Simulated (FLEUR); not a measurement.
# Anisotropy of free Ni(111) film, 1 layer with FLEUR

One state of free Ni(111) film, 1 layer is converged without symmetry. Force theorems then give its anisotropy.

Program: FLEUR MaX-R8.1. Level of theory: PBE; all-electron FLAPW film, Dirac cores, scalar-relativistic bands. Results are calculated unless marked as measured.

## 1. Starting point

The cell holds 1 atom: 1 Ni. Cell: a = 2.492 Å, b = 2.492 Å, c = 14.000 Å, α = 90.0°, β = 90.0°, γ = 120.0°. Layers at typed spacings, unrelaxed. Vacuum lies along c.

## 2. Reference state

The force theorems are single passes in this state's potential, so it has to be converged first.

No symmetry is used, so that later steps may turn the spins freely; k and −k are joined. FLEUR takes the sheet as a true film: the images along c are dropped, heights are typed in bohr, and the vacuum on both sides is semi-infinite. inpgen writes inp.xml from crystal.txt; cutoffs, mixing, functional, smearing and local orbitals are then set in the file. The k list scf (kpts.xml, not shown) is a Γ-centred 14×14×1 mesh; where the ranks do not divide the number of points, some are split in two of half the weight.

Input file inp.xml:

```
<?xml version="1.0" encoding="UTF-8" standalone="no"?>
<fleurInput fleurInputVersion="0.39">
   <comment>
      Ni
   </comment>
   <calculationSetup>
      <cutoffs Kmax="3.66" Gmax="11.0" GmaxXC="11.0" numbands="0"/>
      <scfLoop itmax="150" minDistance="0.00002" maxIterBroyd="15" imix="Anderson" alpha="0.03" precondParam="0.0" spinf="2.0" sdNocoIR="T"/>
      <coreElectrons ctail="F" frcor="F" kcrel="0" coretail_lmax="0"/>
      <xcFunctional name="pbe" relativisticCorrections="F"/>
      <magnetism jspins="2" l_noco="F" l_ss="F">
         <qss>0.0 0.0 0.0</qss>
         <mtNocoParams l_mperp="F" l_mtNocoPot="F" l_relaxSQA="F" mag_mixing_scheme="0" mix_RelaxWeightOffD="1.0" l_constrained="F" mix_constr="1.0"/>
         <sourceFreeMag l_sourceFree="F" l_scaleMag="F" mag_scale="1.0"/>
      </magnetism>
      <soc l_soc="F" theta="0.0" phi="0.0" spav="F"/>
      <expertModes spex="0" secvar="F"/>
      <geometryOptimization l_f="F" forcealpha="1.0" forcemix="BFGS" epsdisp="0.00001" epsforce="0.00001"/>
      <ldaU l_linMix="F" mixParam="0.05" spinf="1.0"/>
   </calculationSetup>
   <cell>
      <bzIntegration valenceElectrons="18.0" mode="hist" fermiSmearingEnergy="0.00183747">
         <kPointListSelection listName="scf"/>
         <xi:include xmlns:xi="http://www.w3.org/2001/XInclude" href="kpts.xml"> </xi:include>
      </bzIntegration>
      <xi:include xmlns:xi="http://www.w3.org/2001/XInclude" href="sym.xml"> </xi:include>
      <filmLattice scale="1.0" dVac="5.28" dTilda="7.78">
         <bravaisMatrixFilm>
            <row-1>    4.7086300406703598     0.0000001262337051</row-1>
            <row-2>   -2.3543151296652853     4.0777931691130949</row-2>
         </bravaisMatrixFilm>
         <vacuumEnergyParameters vacuum="1" spinUp="-.25" spinDown="-.25"/>
         <vacuumEnergyParameters vacuum="2" spinUp="-.25" spinDown="-.25"/>
      </filmLattice>
   </cell>
   <atomSpecies>
      <species name="Nickel (Ni1.000" element="Ni" atomicNumber="28">
         <mtSphere radius="2.24" gridPoints="741" logIncrement="0.016"/>
         <atomicCutoffs lmax="8" lnonsphr="6"/>
         <electronConfig flipSpins="F">
            <coreConfig>(1s1/2) (2s1/2) (2p1/2) (2p3/2)</coreConfig>
            <valenceConfig>(3s1/2) (3p1/2) (3p3/2) (4s1/2) (3d3/2) (3d5/2)</valenceConfig>
            <stateOccupation state="(3d3/2)" spinUp="1.6" spinDown="1.6"/>
            <stateOccupation state="(3d5/2)" spinUp="2.9" spinDown="1.9"/>
         </electronConfig>
         <energyParameters s="4" p="4" d="3" f="4"/>
         <lo type="SCLO" l="0" n="3" eDeriv="0"/>
         <lo type="SCLO" l="1" n="3" eDeriv="0"/>
      </species>
   </atomSpecies>
   <atomGroups>
      <atomGroup species="Nickel (Ni1.000">
         <filmPos label="                   1">.0000000000 .0000000000 .0000000000</filmPos>
         <force calculate="T" relaxXYZ="TTT"/>
         <nocoParams  alpha="0.0" beta="0.0"/>
      </atomGroup>
   </atomGroups>
   <output dos="F" band="F" slice="F">
      <bandDOS minEnergy="-.5*Htr" maxEnergy="0.5*Htr" sigma="0.015" storeEVData="T"/>
      <plotting iplot="0" polar="F">
         <plot TwoD="T" vec1="  1.0  0.0  0.0" vec2="  0.0  1.0  0.0" vec3="  0.0  0.0  1.0" zero="  0.0  0.0 -0.5" file="plot"/>
      </plotting>
      <moessbauerParams electricFieldGradient="F" isomerShift="F" coreHyperfine="F" valenceHyperfine="F"/>
   </output>
</fleurInput>
```

Input file crystal.txt:

```
Ni
&input film=T cartesian=F /
2.49169971213  0.00000006680  0.00000000000
-1.24584991392  2.15787521590  0.00000000000
0.00000000000  0.00000000000  1.00000000000
1.8897261246
1.0 1.0 1.0

1
28 0.00000000000  0.00000000000  0.00000000000 : 1.000

&kpt div1=14 div2=14 div3=1 gamma=T /
```

On the command line:

```sh
$ OMP_NUM_THREADS=1 inpgen -f crystal.txt -nosym -noco > inpgen.log  # inp.xml is then edited as shown
$ OMP_NUM_THREADS=1 mpirun -n 4 fleur_MPI > fleur.log
```

Log:

```text
Welcome to FLEUR        (www.flapw.de)
      MaX-Release 8.1          (www.max-centre.eu)

 ========== k-point set info ==========
 Selected k-point list: scf
 k-point list type: mesh
 0 x 0 x 0
 Number of k points: 100

 ------------Calculation Setup---------------------------
 Number of MPI-tasks      :            4
 Number of PE/node        :            4
 Number of OMP-threads    :            1
 k-points in parallel     :            4
 pe's per k-point         :            1
 No of k-point loops      :           25
 Eigenvalue solver        :       lapack
 Number of basis functions:          141
 Approximate size of matrices (H+S) per k-point:         0.001 GB
 --------------------------------------------------------
 Complex matrix made real
 Complex matrix made real
 Iteration:     1   Distance:      23.69077203 me/bohr^3
 Iteration:     2   Distance:      18.94939094 me/bohr^3
 Iteration:     3   Distance:       7.62928650 me/bohr^3
 Iteration:     4   Distance:       7.16214125 me/bohr^3
 Iteration:     5   Distance:       6.11470763 me/bohr^3
 Iteration:     6   Distance:       5.66271821 me/bohr^3
 Iteration:     7   Distance:       5.35306785 me/bohr^3
 Iteration:     8   Distance:       4.83644978 me/bohr^3
 Iteration:     9   Distance:       3.83487466 me/bohr^3
 Iteration:    10   Distance:       4.86401504 me/bohr^3
[... 12 iterations left out ...]
 Iteration:    23   Distance:       0.01464310 me/bohr^3
 Iteration:    24   Distance:       0.00559208 me/bohr^3
 Iteration:    25   Distance:       0.00169902 me/bohr^3
 Iteration:    26   Distance:       0.00266108 me/bohr^3
 Iteration:    27   Distance:       0.00029201 me/bohr^3
 Iteration:    28   Distance:       0.00034524 me/bohr^3
 Iteration:    29   Distance:       0.00004248 me/bohr^3
 Iteration:    30   Distance:       0.00004152 me/bohr^3
 Iteration:    31   Distance:       0.00003068 me/bohr^3
 Iteration:    32   Distance:       0.00001362 me/bohr^3

 ********************************************************************
 Run finished successfully
 Stop message:
   all done
 ********************************************************************

--- out.xml (last complete iteration) ---
<iteration numberForCurrentRun="   32" overallNumber="   32">
         <energyParameters units="Htr">
            <atomicEP atomType="1" spin="1" branch="4s" branchLowest="-3.99" branchHighest="1.27" value="-0.2924688138"/>
            <atomicEP atomType="1" spin="1" branch="4p" branchLowest="-2.53" branchHighest="1.89" value="-0.1455611344"/>
            <atomicEP atomType="1" spin="1" branch="3d" branchLowest="-9.99" branchHighest="-0.16" value="-0.2624668069"/>
            <atomicEP atomType="1" spin="1" branch="4f" branchLowest="-9.99" branchHighest="3.24" value="0.1785170544"/>
            <loAtomicEP atomType="1" spin="1" branch="3s" branchLowest="-35.98" branchHighest="-3.99" value="-3.9984745003"/>
            <loAtomicEP atomType="1" spin="1" branch="3p" branchLowest="-30.93" branchHighest="-2.53" value="-2.5431175067"/>
            <vacuumEP vacuum="1" spin="1" vzIR="-0.2535944628" vzInf="0.0000000000" value="-0.2500000000"/>
            <vacuumEP vacuum="2" spin="1" vzIR="-0.2535944628" vzInf="0.0000000000" value="-0.2500000000"/>
            <atomicEP atomType="1" spin="2" branch="4s" branchLowest="-3.95" branchHighest="1.29" value="-0.2916005555"/>
            <atomicEP atomType="1" spin="2" branch="4p" branchLowest="-2.49" branchHighest="1.91" value="-0.1472086132"/>
            <atomicEP atomType="1" spin="2" branch="3d" branchLowest="-9.99" branchHighest="-0.12" value="-0.2283691743"/>
            <atomicEP atomType="1" spin="2" branch="4f" branchLowest="-9.99" branchHighest="3.27" value="0.1751994099"/>
            <loAtomicEP atomType="1" spin="2" branch="3s" branchLowest="-35.95" branchHighest="-3.95" value="-3.9548667578"/>
            <loAtomicEP atomType="1" spin="2" branch="3p" branchLowest="-30.92" branchHighest="-2.49" value="-2.5005906483"/>
            <vacuumEP vacuum="1" spin="2" vzIR="-0.2610930847" vzInf="0.0000000000" value="-0.2500000000"/>
            <vacuumEP vacuum="2" spin="2" vzIR="-0.2610930847" vzInf="0.0000000000" value="-0.2500000000"/>
         </energyParameters>
         <bandgap value="0.0699997830" units="eV"/>
         <sumValenceSingleParticleEnergies value="-25.6424167158" units="Htr"/>
         <FermiEnergy value="-0.1982893710" units="Htr"/>
         <valenceDensity>
            <mtCharges spin="1">
               <mtCharge atomType="1" total="8.8687659" s="1.2114164" p="3.0938438" d="4.5562065" f="0.0054724"/>
            </mtCharges>
            <mtCharges spin="2">
               <mtCharge atomType="1" total="7.8883657" s="1.2117755" p="3.1061544" d="3.5630271" f="0.0056547"/>
            </mtCharges>
            <spinDependentCharge spin="1" total="9.4635316" interstitial="0.5109073" mtSpheres="8.8687659" vacuum1="0.0419292" vacuum2="0.0419292"/>
            <spinDependentCharge spin="2" total="8.5364686" interstitial="0.5482301" mtSpheres="7.8883657" vacuum1="0.0499364" vacuum2="0.0499364"/>
            <totalCharge value="18.0000002518"/>
         </valenceDensity>
         <coreStates atomType="     1" atomicNumber=" 28" spin="1" kinEnergy="    677.1576809140" eigValSum="   -430.4181673571" lostElectrons=" 0.000000">
            <state n="1" l="0" j="0.5" energy="-301.6273395633" weight="1.0000000000"/>
            <state n="2" l="0" j="0.5" energy="-35.9765554269" weight="1.0000000000"/>
            <state n="2" l="1" j="0.5" energy="-31.3663292376" weight="1.0000000000"/>
            <state n="2" l="1" j="1.5" energy="-30.7239715646" weight="2.0000000000"/>
         </coreStates>
         <coreStates atomType="     1" atomicNumber=" 28" spin="2" kinEnergy="    677.3693767670" eigValSum="   -430.3479818230" lostElectrons=" 0.000000">
            <state n="1" l="0" j="0.5" energy="-301.6274339632" weight="1.0000000000"/>
            <state n="2" l="0" j="0.5" energy="-35.9549536208" weight="1.0000000000"/>
            <state n="2" l="1" j="0.5" energy="-31.3504596315" weight="1.0000000000"/>
            <state n="2" l="1" j="1.5" energy="-30.7075673037" weight="2.0000000000"/>
         </coreStates>
         <allElectronCharges>
            <spinDependentCharge spin="1" total="14.4635316" interstitial="0.5109073" mtSpheres="13.8687659" vacuum1="0.0419292" vacuum2="0.0419292"/>
            <spinDependentCharge spin="2" total="13.5364686" interstitial="0.5482301" mtSpheres="12.8883657" vacuum1="0.0499364" vacuum2="0.0499364"/>
            <totalCharge value="28.0000002521"/>
         </allElectronCharges>
         <magneticMomentsInMTSpheres units="muBohr">
            <globalMagMoment atomType="1" vec="0.00000   0.00000   0.98040"/>
            <localMagMoment atomType="1" vec="0.00000   0.00000   0.98040"/>
         </magneticMomentsInMTSpheres>
         <moessbauerParams unitsHFF="kG" unitsIS="e/bohr^3" unitsEFG="Htr/bohr^2">
         </moessbauerParams>
         <totalEnergy value="    -1520.7838229136" units="Htr">
            <sumOfEigenvalues value="     -886.4085658959">
               <coreElectrons value="-860.7661491801"/>
               <valenceElectrons value="-25.6424167158"/>
            </sumOfEigenvalues>
            <densityCoulombPotentialIntegral value="-2348.8317689608"/>
            <densityEffectivePotentialIntegral value="-2431.3414818122"/>
            <chargeDenXCDenIntegral value="-63.5211147509"/>
            <FockExchangeEnergyValence value="0.0000000000"/>
            <FockExchangeEnergyCore value="0.0000000000"/>
            <atomTypeDependentContributions atomType="1">
               <electronNucleiInteractionDifferentMTs value="1822.6189217461"/>
               <MadelungTerm value="-5.1608178526"/>
            </atomTypeDependentContributions>
            <tkbTimesEntropy value="0.0006168466"/>
            <freeEnergy value="-1520.7844397602"/>
            <extrapolationTo0K value="-1520.7841313369"/>
         </totalEnergy>
         <densityConvergence units="me/bohr^3">
            <chargeDensity spin="1" distance="0.0000013989"/>
            <chargeDensity spin="2" distance="0.0000131067"/>
            <overallChargeDensity distance="0.0000127295"/>
            <spinDensity distance="0.0000136179"/>
         </densityConvergence>
      </iteration>
```

Run time: 49 s. Hardware: 4 MPI ranks of Arm Neoverse V1, shared host; peak memory 0.47 GiB; 3.3 min of CPU time.

Read from the output:

```
free energy                                                       : -41382.6528 eV
program's band gap on this mesh (in a metal only a level spacing) : 0.07000 eV
magnetization                                                     : 0.9271 μB
final state                                                       : ferromagnetic
largest moment                                                    : 0.9804 μB
```

After 32 cycles the largest moment stands at 0.980 μB.

## 3. Energy against the direction of the moments, rung 1

Anisotropy is a small difference, so it is taken from sums over occupied states at a frozen potential, where most errors cancel.

One pass with spin–orbit coupling for each direction, from the saved density. Inversion lets half of the mesh serve, which the program's warning doesn't know. The k list mae (kpts.xml, not shown) is a Γ-centred 23×23×1 mesh.

inp.xml: that of step 2 with these lines changed.

```diff
@@ -6,4 +6,4 @@
    <calculationSetup>
-      <cutoffs Kmax="3.66" Gmax="11.0" GmaxXC="11.0" numbands="0"/>
-      <scfLoop itmax="150" minDistance="0.00002" maxIterBroyd="15" imix="Anderson" alpha="0.03" precondParam="0.0" spinf="2.0" sdNocoIR="T"/>
+      <cutoffs Kmax="3.66" Gmax="11.0" GmaxXC="11.0" numbands="34"/>
+      <scfLoop itmax="1" minDistance="0.00002" maxIterBroyd="15" imix="Anderson" alpha="0.03" precondParam="0.0" spinf="2.0" sdNocoIR="T"/>
       <coreElectrons ctail="F" frcor="F" kcrel="0" coretail_lmax="0"/>
@@ -15,3 +15,3 @@
       </magnetism>
-      <soc l_soc="F" theta="0.0" phi="0.0" spav="F"/>
+      <soc l_soc="T" theta="0.0" phi="0.0" spav="F"/>
       <expertModes spex="0" secvar="F"/>
@@ -22,3 +22,3 @@
       <bzIntegration valenceElectrons="18.0" mode="hist" fermiSmearingEnergy="0.00183747">
-         <kPointListSelection listName="scf"/>
+         <kPointListSelection listName="mae"/>
          <xi:include xmlns:xi="http://www.w3.org/2001/XInclude" href="kpts.xml"> </xi:include>
@@ -64,2 +64,5 @@
    </output>
+   <forceTheorem>
+      <MAE theta="0.0 1.5707963 1.5707963" phi="0.0 0.0 1.5707963"/>
+   </forceTheorem>
 </fleurInput>
```

On the command line:

```sh
$ OMP_NUM_THREADS=1 mpirun -n 4 fleur_MPI -warn_only > fleur.log
```

Log:

```text
[banner, memory and clock lines left out]
Welcome to FLEUR        (www.flapw.de)
      MaX-Release 8.1          (www.max-centre.eu)
************FLEUR-Warning*****************
Error message: k-point set is not compatible to missing time-reversal symmetry in calculation.
Error occurred in subroutine: gen_bz
Error from PE:0/4
*****************************************

 ========== k-point set info ==========
 Selected k-point list: mae
 k-point list type: mesh
 0 x 0 x 0
 Number of k points: 268

 [... set-up left out ...]
 ********************************************************************
 Run finished successfully
 Stop message:
   Forcetheorem MAE
 ********************************************************************

--- out.xml (force theorem) ---
<Forcetheorem_MAE Angles="3" units="Htr">
            <Angle theta="0.0000000" phi="0.0000000" ev-sum="-25.643156347"/>
            <Angle theta="1.5707963" phi="0.0000000" ev-sum="-25.643182774"/>
            <Angle theta="1.5707963" phi="1.5707963" ev-sum="-25.643182802"/>
         </Forcetheorem_MAE>
```

Run time: 7.3 s. Hardware: 4 MPI ranks; peak memory 0.34 GiB; 29 s of CPU time.

Anisotropy energies, by row:

```csv
axis,x,y,z,band energy less the first axis' (meV a cell)
z,0,0,1,0
x,1,0,0,-0.7191
y,0,1,0,-0.7199
```

Shape anisotropy is not in these numbers.

## 4. Anisotropy by the force theorem, rung 2

A second rung shows how far the first can be trusted.

The k list mae (kpts.xml, not shown) is a Γ-centred 35×35×1 mesh.

inp.xml is that of step 3.

Log:

```text
[banner, memory and clock lines left out]
Welcome to FLEUR        (www.flapw.de)
      MaX-Release 8.1          (www.max-centre.eu)
************FLEUR-Warning*****************
Error message: k-point set is not compatible to missing time-reversal symmetry in calculation.
Error occurred in subroutine: gen_bz
Error from PE:0/4
*****************************************

 ========== k-point set info ==========
 Selected k-point list: mae
 k-point list type: mesh
 0 x 0 x 0
 Number of k points: 616

 [... set-up left out ...]
 ********************************************************************
 Run finished successfully
 Stop message:
   Forcetheorem MAE
 ********************************************************************

--- out.xml (force theorem) ---
<Forcetheorem_MAE Angles="3" units="Htr">
            <Angle theta="0.0000000" phi="0.0000000" ev-sum="-25.643157495"/>
            <Angle theta="1.5707963" phi="0.0000000" ev-sum="-25.643170528"/>
            <Angle theta="1.5707963" phi="1.5707963" ev-sum="-25.643170475"/>
         </Forcetheorem_MAE>
```

Elapsed: 14 s, on 4 MPI ranks; peak memory 0.45 GiB.

Anisotropy energies, by row:

```csv
axis,x,y,z,band energy less the first axis' (meV a cell)
z,0,0,1,0
x,1,0,0,-0.3546
y,0,1,0,-0.3532
```

(Part 1 of 2 ends here.)

[Logs and program files are shortened in this print: banners, set-up blocks, solver, clock and traceback lines can be left out without a mark of their own.]

[Logs are printed without paths, hosts, clocks, repeated set-up lines and the standing remarks that a program may print on its own settings, such as how far it seeks lower states.]

[Hosts, paths, dates, database ids (printed as entryN), source tags and the programs' standing remarks are cut or masked in the printed files.]

[Where a cell is said to come from a database of computed structures, the database is the Materials Project.]
